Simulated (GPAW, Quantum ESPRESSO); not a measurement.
# Core-hole calculation of the Rh L₃ edge in LiRh (P-6m2), part 2 of 2

What does one-electron theory with a core hole give for the Rh L₃ edge of LiRh (P-6m2)?

GPAW 26.7.0; X-ray absorption from dipole matrix elements to empty bands, plane-wave PAW LDA.

So far. Step 2 (The field without a hole): The mesh shows no gap, so the system is treated as a metal and the core electron is put at the Fermi level (neutral cell). Step 3 (Spectrum without a core hole, Rh atom 1): Main maxima below 30 eV (height): 0.8 eV (2.45), 8.8 eV (0.93) and 13.0 eV (1.03). At an L edge the dipole rule selects empty d (and weakly s) states on the absorber, and the strong line at the onset measures the empty part of its d band.

## (5) Spectrum with XCH, Rh atom 1

The holes are 6.3 Å apart. In GPAW the data set carries the hole's charge, so charge=0 means a charged cell and charge=-1 a neutral one. The excited electron is kept in the cell, where it fills the lowest empty states and screens the hole. After the field has converged, empty bands are computed with the density fixed and the dipole matrix elements are summed.

xas.py

```python
import numpy as np
from ase import Atoms
from ase.parallel import parprint, paropen
from gpaw import GPAW, PW, FermiDirac, Mixer, MixerDif, setup_paths
from gpaw.test import gen
setup_paths.insert(0, '.')
gen('Rh', name='fch2p', xcname='LDA', corehole=(2, 1, 1), write_xml=True)
from gpaw.mpi import world
world.barrier()

atoms = Atoms('Rh8Li8',
    cell=[[-3.97845069, 2.29695958, 4.32660441],
     [3.97845069, -2.29695958, 4.32660441],
     [2.65230046, 4.59391915, -4.32660441]],
    scaled_positions=[[0.04166667, 0.20833333, 0.25],
     [0.54166667, 0.70833333, 0.25],
     [0.91666667, 0.58333333, 0.5],
     [0.41666667, 0.08333333, 0.5],
     [0.29166667, 0.45833333, 0.75],
     [0.79166667, 0.95833333, 0.75],
     [0.66666667, 0.33333333, 0],
     [0.16666667, 0.83333333, 0],
     [0.25, 0.25, 0],
     [0.75, 0.75, 0],
     [0.125, 0.625, 0.25],
     [0.625, 0.125, 0.25],
     [0.5, 0.5, 0.5],
     [0, 0, 0.5],
     [0.875, 0.375, 0.75],
     [0.375, 0.875, 0.75]],
    pbc=True)
atoms.calc = calc = GPAW(legacy_gpaw=True, mode=PW(500, force_complex_dtype=True), xc='LDA', setups={0: 'fch2p'},
    kpts={'size': (3, 3, 3), 'gamma': True}, occupations=FermiDirac(0.1),
    charge=-1, mixer=Mixer(0.1, 5, 50), maxiter=150,
    convergence={'density': 0.0001, 'eigenstates': 1e-6}, txt='scf.txt')
energy = atoms.get_potential_energy() + calc.get_reference_energy()
ef = calc.get_fermi_level()
out = dict(energy=energy, fermi=ef, forces=atoms.get_forces().tolist())
parprint(f'all-electron energy {energy:.4f} eV, Fermi level {ef:.4f} eV')
ev = np.array([[calc.get_eigenvalues(k, s) for k in range(len(calc.get_ibz_k_points()))] for s in range(calc.get_number_of_spins())])
out['homo'], out['lumo'], out['counts'] = ev[ev < ef].max(), ev[ev > ef].min(), sorted(set((ev < ef).sum((0, 2)).tolist()))
out['filled'] = (ev[:, 0] < ef).sum(1).tolist()

from ase.units import Ha
from gpaw.xas import dipole_matrix_elements
nb = int(calc.get_number_of_electrons() / 2) + 168
top, nb = nb, nb + 8 + nb // 12
nscf = calc.fixed_density(kpts={'size': (4, 4, 4), 'gamma': True}, nbands=nb,
    convergence={'bands': top, 'eigenstates': 5e-3}, maxiter=60, txt='nscf.txt')
cell = atoms.cell.array
ops = [cell.T @ U.T @ np.linalg.inv(cell.T) for U in nscf.wfs.kd.symmetry.op_scc]
E = np.arange(-6, 34, 0.1)
fwhm = np.interp(E, [4, 25], [2.13, 3.5])
Y, X, zero, highest = 0, 0, 1e9, 1e9
for spin in range(nscf.get_number_of_spins()):
    wfs = nscf.wfs
    mine = wfs.bd.get_slice()  # this rank's bands
    A = dipole_matrix_elements(wfs.setups[0])
    eps = np.zeros((wfs.kd.nibzkpts, nb))
    d = np.zeros((3, A.shape[1], wfs.kd.nibzkpts, nb), complex)
    for kpt in wfs.kpt_u:
        if kpt.s == spin and 0 in kpt.P_ani:
            eps[kpt.k, mine] = kpt.eps_n * Ha
            d[:, :, kpt.k, mine] = (kpt.weight * wfs.nspins / 2) ** 0.5 * np.inner(A, kpt.P_ani[0])
    world.sum(eps)
    world.sum(d)
    T = np.einsum('amkn,bmkn->abkn', d, d.conj()).real
    T = sum(np.einsum('ai,ijkn,bj->abkn', R, T, R) for R in ops) / len(ops)
    empty = eps > ef
    zero, highest = min(zero, eps[empty].min()), min(highest, eps[:, top - 1].min())
    lines = [(eps, T, empty)] if spin == 0 else lines + [(eps, T, empty)]
for eps, T, empty in lines:
    f = np.einsum('aakn->akn', T).reshape(3, -1)
    x = eps.ravel() - zero
    w = np.interp(x, E, fwhm) / 2.35482
    g = np.exp(-0.5 * ((E[:, None] - x) / w) ** 2) / (w * (2 * np.pi) ** 0.5)
    Y = Y + (f * empty.ravel()) @ g.T
    X = X + (f * ~empty.ravel()) @ g.T
out.update(E=E.round(2).tolist(), xas=Y.tolist(), xes=X.tolist(), zero=zero, valid=highest - zero, nk=len(eps), nb=nb)
for i in range(0, len(E), 10):
    parprint(f'{E[i]:7.2f}', *(f'{v:10.3e}' for v in Y[:, i]))
import json
with paropen('out.json', 'w') as f:
    json.dump(out, f)
```

The run is started by

```sh
$ OMP_NUM_THREADS=1 mpirun -n 4 gpaw python xas.py
```

Numbers of over 12 decimals in the logs are rounded to 6 here.

The program printed:

```text
Input parameters:
  charge: -1
  convergence: {density: 0.0001,
                eigenstates: 1e-06}
  kpts: {gamma: True,
         size: (3, 3, 3)}
  maxiter: 150
  mixer: {backend: pulay,
          beta: 0.1,
          method: separate,
          nmaxold: 5,
          weight: 50}
  mode: {ecut: 500.0,
         force_complex_dtype: True,
         name: pw}
  occupations: {fixmagmom: False,
                name: fermi-dirac,
                width: 0.1}
  setups: {0: fch2p}

Initialize ...

[... PAW data sets ...]

Reference energy: -1038620.863262  # eV

Spin-paired calculation

[... convergence settings ...]
Symmetries present (total): 2
  [... symmetry matrices ...]

27 k-points: 3 x 3 x 3 Monkhorst-Pack grid
10 k-points in the irreducible part of the Brillouin zone
       k-points in crystal coordinates                weights
   0:     0.00000000    0.00000000    0.00000000          1/27
   1:     0.00000000    0.00000000    0.33333333          2/27
   2:     0.33333333   -0.33333333   -0.33333333          2/27
   3:     0.33333333   -0.33333333    0.00000000          2/27
   4:     0.33333333   -0.33333333    0.33333333          2/27
   5:     0.33333333    0.00000000   -0.33333333          4/27
   6:     0.33333333    0.00000000    0.00000000          4/27
   7:     0.33333333    0.00000000    0.33333333          4/27
   8:     0.33333333    0.33333333   -0.33333333          2/27
   9:     0.33333333    0.33333333    0.33333333          4/27

Wave functions: Plane wave expansion
  Cutoff energy: 500.000 eV
  Number of coefficients (min, max): 5338, 5377
  Pulay-stress correction: 0.000000 eV/Ang^3 (de/decut=0.000000)
  Using FFTW library
  Wavefunction extrapolation:
    Improved wavefunction reuse through dual PAW basis

Occupation numbers: Fermi-Dirac:
  width: 0.1000  # eV

Eigensolver
   Davidson(niter=2)

Densities:
  Coarse grid: 36*36*36 grid
  Fine grid: 72*72*72 grid
  Total Charge: 0.000000

Density mixing:
  Method: separate
  Backend: pulay
  Linear mixing parameter: 0.1
  old densities: 5
  Width of damping distribution: 1.1
  Damping of long wavelength oscillations: 50

[... Hamiltonian set-up ...]
Number of atoms: 16
Number of atomic orbitals: 128
Number of bands in calculation: 82
Number of valence electrons: 129
Bands to converge: occupied

... initialized

Initializing position-dependent things.

Density initialized from atomic densities
Creating initial wave functions:
  82 bands from LCAO basis set

           Li
             Rh     Rh

        Rh    LRh
                 Rh
         Li     Li     Li
           Li     Li
             Rh     Rh
               Rh

                Li

Atomic positions and initial magnetic moments

Positions:
   0 Rh     1.326150    0.765653    0.000000    ( 0.0000,  0.0000,  0.0000)
   1 Rh     1.326150    0.765653    4.326604    ( 0.0000,  0.0000,  0.0000)
   2 Rh    -0.000000    3.062613    4.326604    ( 0.0000,  0.0000,  0.0000)
   3 Rh    -0.000000    3.062613    0.000000    ( 0.0000,  0.0000,  0.0000)
   4 Rh     2.652300    3.062613    0.000000    ( 0.0000,  0.0000,  0.0000)
   5 Rh     2.652300    3.062613    4.326604    ( 0.0000,  0.0000,  0.0000)
   6 Rh    -1.326150    0.765653    4.326604    ( 0.0000,  0.0000,  0.0000)
[...]
13 Li     1.326150    2.296960   -2.163302    ( 0.0000,  0.0000,  0.0000)
  14 Li     0.000000    4.593919    2.163302    ( 0.0000,  0.0000,  0.0000)
  15 Li     3.978451    2.296960    2.163302    ( 0.0000,  0.0000,  0.0000)

Unit cell:
           periodic     x           y           z      points  spacing
  1. axis:    yes   -3.978451    2.296960    4.326604    36     0.1505
  2. axis:    yes    3.978451   -2.296960    4.326604    36     0.1505
  3. axis:    yes    2.652300    4.593919   -4.326604    36     0.1474

  Lengths:   6.310594   6.310594   6.845312
  Angles:  115.679845 115.679845  93.432853

[...]
iter:  13   -99.292139c  -4.46  -3.15
iter:  14   -99.292068c  -4.69  -3.32
iter:  15   -99.292167c  -5.56  -3.80
iter:  16   -99.292159c  -6.06c -3.87
iter:  17   -99.292165c  -6.44c -3.90
iter:  18   -99.292170c  -6.42c -3.96
iter:  19   -99.292169c  -7.34c -4.05c

Converged after 19 iterations.

Dipole moment: (0.366561, -0.246290, 0.292715) |e|*Ang

Energy contributions relative to reference atoms: (reference = -1038620.863262)

Kinetic:        +18.791440
Potential:      -27.933314
External:        +0.000000
XC:             -88.207768
Entropy (-ST):   -0.385387
Local:           -1.749833
SIC:             +0.000000
--------------------------
Free energy:    -99.484862
Extrapolated:   -99.292169

Showing only first 2 kpts
 Kpt  Band  Eigenvalues  Occupancy
  0    62      6.25834    0.28923
  0    63      6.26135    0.28186
  0    64      6.80426    0.00144
  0    65      6.88558    0.00064

  1    62      5.79383    1.89244
  1    63      5.88809    1.74539
  1    64      6.12333    0.78952
[...]
Fermi level: 6.08059

No gap
No difference between direct/indirect transitions

Forces in eV/Ang:
  0 Rh   -0.00783    0.00452    0.00000
  1 Rh   -0.01009    0.00583    0.00000
  2 Rh    0.39580   -0.01102    0.00000
  3 Rh   -0.20813    0.35456    0.00000
  4 Rh    0.17686    0.35604    0.00000
  5 Rh   -0.21992   -0.33119    0.00000
  6 Rh    0.20745   -0.33727    0.00000
[...]
13 Li    0.01455    0.07030   -0.02983
 14 Li    0.01623   -0.00937    0.00000
 15 Li    0.01623   -0.00937   -0.00000
Scalar-relativistic atomic LDA calculation for Rh (Rhodium, Z=45)
Core hole in 2p state (2p occupation: 5.0)
750 radial gridpoints.
|------------------------------------------------|
|------------------------------------------------|
[... the atom generator's iteration count ...]

Energy contributions:
-------------------------
Kinetic:    +4829.239811
XC:          -129.207039
Potential:  -9365.729740
-------------------------
Total:      -4665.696968

state      eigenvalue         ekin         rmax
-----------------------------------------------
1s^2.0 :  -851.346455  1072.340614        0.021
2s^2.0 :  -126.463466   222.705044        0.119
2p^5.0 :  -114.348975   213.559056        0.095
3s^2.0 :   -23.369923    61.924213        0.347
3p^6.0 :   -19.267692    57.849813        0.339
3d^10.0:   -12.655616    52.867088        0.282
4s^2.0 :    -3.613798    15.570894        0.860
4p^6.0 :    -2.410246    12.987048        0.913
4d^8.0 :    -0.678612     7.590810        1.071
5s^1.0 :    -0.461536     1.944474        2.392
5p^0.0 :    -0.271405     1.182496        2.971
-----------------------------------------------
(units: Bohr and Hartree)

Generating PAW setup
Kinetic energy of the core from tauc = 4796.932611663529
Cutoffs:
rc(s)=2.400
rc(p)=2.610
rc(d)=2.350
rc(vbar)=2.390
rc(comp)=2.290
rc(nct)=2.610

Kinetic energy of the core states: 4688.646565
Charge: 1.0
Core electrons: 29.0
Valence electrons: 15.0
Pseudo-core charge: 0.067143
Shape function alpha=1.907
Pseudo-electron charge 4.859126
state    eigenvalue         norm
--------------------------------
5s(1) :    -0.461536     1.051040
*s    :     0.538464
4p(6) :    -2.410246     0.093440
5p(0) :    -0.271405     1.009516
4d(8) :    -0.678612     0.397538
*d    :     0.321388
--------------------------------

Diagonalizing with gridspacing h=0.050

state   all-electron     PAW
-------------------------------
5s:      -0.461536    -0.461784
4p:      -2.410246    -2.410403
4d:      -0.678612    -0.679454
*f:                   -0.022353
-------------------------------
<dir> UserWarning: Initial realspace grid (35,35,36) inconsistent with symmetries.
  warnings.warn(
<dir> UserWarning: Using symmetrized grid: (36,36,36).

  warnings.warn('Using symmetrized grid: ({},{},{}).\n'.format(*N_c))
<dir> UserWarning: Initial realspace grid (35,35,36) inconsistent with symmetries.
  warnings.warn(
<dir> UserWarning: Initial realspace grid (35,35,36) inconsistent with symmetries.
  warnings.warn(
<dir> UserWarning: Initial realspace grid (35,35,36) inconsistent with symmetries.
  warnings.warn(
<dir> UserWarning: Using symmetrized grid: (36,36,36).

  warnings.warn('Using symmetrized grid: ({},{},{}).\n'.format(*N_c))
<dir> UserWarning: Using symmetrized grid: (36,36,36).

  warnings.warn('Using symmetrized grid: ({},{},{}).\n'.format(*N_c))
<dir> UserWarning: Using symmetrized grid: (36,36,36).

  warnings.warn('Using symmetrized grid: ({},{},{}).\n'.format(*N_c))
all-electron energy -1038720.1554 eV, Fermi level 6.0806 eV
[...]
31.00  5.170e-06  5.157e-06  5.428e-06
  32.00  5.423e-06  5.427e-06  5.665e-06
  33.00  5.696e-06  5.714e-06  5.849e-06
```

Wall time 4.1 min (4 MPI ranks of Arm Neoverse V1, shared host); peak memory 0.58 GiB.

The Rh L₃ spectrum, Rh atom 1, excited-electron core hole (neutral cell) (energy from the lowest empty level; intensity scaled to a mean of 1 over the first 20 eV; polarised curves are means over the symmetry-equivalent atoms):

```
E (eV)  isotropic  ε ⊥ c  ε ∥ c
  -2.0       0.04   0.05   0.02
  -1.0       0.37   0.45   0.20
   0.0       1.21   1.50   0.62
   1.0       1.74   2.13   0.95
   2.0       1.58   1.82   1.09
   3.0       1.20   1.29   1.03
   4.0       0.89   0.89   0.87
   5.0       0.71   0.67   0.79
   6.0       0.59   0.54   0.68
   7.0       0.72   0.67   0.83
   8.0       1.00   0.91   1.18
   9.0       1.03   0.92   1.26
  10.0       0.92   0.83   1.11
  11.0       0.94   0.89   1.04
  12.0       1.13   1.10   1.18
  13.0       1.20   1.17   1.25
  14.0       1.07   1.05   1.11
  15.0       0.94   0.95   0.93
  16.0       0.87   0.92   0.78
  17.0       0.84   0.93   0.65
  18.0       0.81   0.94   0.55
  19.0       0.78   0.90   0.53
  20.0       0.74   0.81   0.59
  21.0       0.72   0.74   0.68
  22.0       0.72   0.71   0.74
  23.0       0.73   0.73   0.75
  24.0       0.75   0.75   0.75
  25.0       0.77   0.77   0.79
  26.0       0.81   0.79   0.85
  27.0       0.83   0.80   0.88
  28.0       0.83   0.81   0.87
  29.0       0.83   0.82   0.85
  30.0       0.85   0.84   0.87
  31.0       0.88   0.87   0.91
  32.0       0.93   0.91   0.95
```

Main maxima below 30 eV (height): 1.2 eV (1.75), 8.6 eV (1.05) and 12.8 eV (1.20). 

## (6) What the core hole does

Both curves are counted from their own zero, so only the shift of weight within the empty states shows.

```csv
E (eV),no hole,XCH
-2.0,0.08,0.04
-1.0,0.67,0.37
0.0,1.96,1.21
1.0,2.43,1.74
2.0,2.01,1.58
3.0,1.41,1.20
4.0,0.94,0.89
5.0,0.70,0.71
6.0,0.56,0.59
7.0,0.62,0.72
8.0,0.85,1.00
9.0,0.92,1.03
10.0,0.82,0.92
11.0,0.79,0.94
12.0,0.94,1.13
13.0,1.03,1.20
14.0,0.95,1.07
15.0,0.84,0.94
16.0,0.77,0.87
17.0,0.72,0.84
18.0,0.69,0.81
19.0,0.66,0.78
20.0,0.63,0.74
21.0,0.61,0.72
22.0,0.60,0.72
23.0,0.61,0.73
24.0,0.61,0.75
25.0,0.63,0.77
26.0,0.66,0.81
27.0,0.68,0.83
28.0,0.68,0.83
29.0,0.68,0.83
30.0,0.69,0.85
31.0,0.73,0.88
32.0,0.79,0.93
```

With each curve scaled to its own mean, the area from −2 to 6 eV with the hole is 8.0 against 10.5, and the centre of weight from −1 to 20 eV moves by +1.2 eV (first and strongest maxima below 20 eV: 0.8 eV (2.45), 8.8 eV (0.93) and 13.0 eV (1.03) without the hole, 1.2 eV (1.75), 8.6 eV (1.05) and 12.8 eV (1.20) with it): the near-edge weight falls against the higher-lying part.

## (7) Runs not followed above

These runs aren't followed: redraws of a spectrum that repeat one shown, runs with a planted fault or a state judged unsound, or a program's part that gave no sound spectrum.

| program | step | status | elapsed |
| --- | --- | --- | --- |
| Quantum ESPRESSO | ground state | converged | 17 s |
| Quantum ESPRESSO | no core hole | converged | 3.1 min |
| Quantum ESPRESSO | no core hole, redrawn | converged | 48 s |
| Quantum ESPRESSO | supercell ground state | timeout | 11 min |
| Quantum ESPRESSO | core-hole potential | converged | 0.84 s |
| Quantum ESPRESSO | supercell with XCH | timeout | 13 min |
| Quantum ESPRESSO | supercell with XCH | timeout | 7.8 min |

## (8) Results

| Property | Result |
| --- | --- |
| absorber and edge | Rh L₃, atom 1 of the ground-state input (counted from 1) |
| surroundings | 6 Li at 2.65 Å and 6 Rh at 2.65 Å (anticuboctahedral, as in hcp, site symmetry -6m2) |
| highest intensity below 24 eV | 1.2 eV above the zero, height 1.75 |

The Rh L₃ edge of atom 1, with 6 Li at 2.65 Å and 6 Rh at 2.65 Å (anticuboctahedral, as in hcp, site symmetry -6m2), has its highest intensity of the first 24 eV at 1.2 eV above the zero, 1.7 times the mean level of the first 20 eV (Gaussian full width 2.13 eV up to 4 eV, rising linearly to 3.5 eV at 25 eV). With each curve scaled to its own mean, the area from −2 to 6 eV with the hole is 8.0 against 10.5, and the centre of weight from −1 to 20 eV moves by +1.2 eV (first and strongest maxima below 20 eV: 0.8 eV (2.45), 8.8 eV (0.93) and 13.0 eV (1.03) without the hole, 1.2 eV (1.75), 8.6 eV (1.05) and 12.8 eV (1.20) with it): the near-edge weight falls against the higher-lying part. At the Rh L₃ edge of atom 1 polarisation matters most near 0.8 eV, where the curves differ by 1.2 on this scale. The same cell was also set up in Quantum ESPRESSO; that part failed, was judged unsound or used a data set known to give false states; its runs are listed without their results. 1 further run of this session is left out of this account as redundant. Only the L₃ part is meant: spin–orbit coupling of the core level isn't computed and the L₂ copy isn't added. The script folds with a Gaussian, whereas the core hole's own line is a Lorentzian, so the onset is too steep and the first peak too high. The holes are only 6.3 Å apart, so the shape is probably not converged with cell size; no larger cell was run here. The structure is a computed Materials Project entry and may be a hypothetical form.

[Banner, clock and machine lines of the logs are left out without a mark of their own.]

[Logs are printed without paths, hosts, clocks, repeated set-up lines and the standing remarks that a program may print on its own settings, such as how far it seeks lower states.]

[Hosts, paths, dates, database ids (printed as entryN), source tags and the programs' standing remarks are cut or masked in the printed files.]

[Lists of maxima count a maximum above −3 eV only where it reaches 4 % of the highest in the window and stands out from its surroundings by 2 % of it (1.5 % where it reaches 55 %); shoulders and weaker maxima are passed over, and of the rest the first, up to two pre-edge ones and the few strongest are named.]
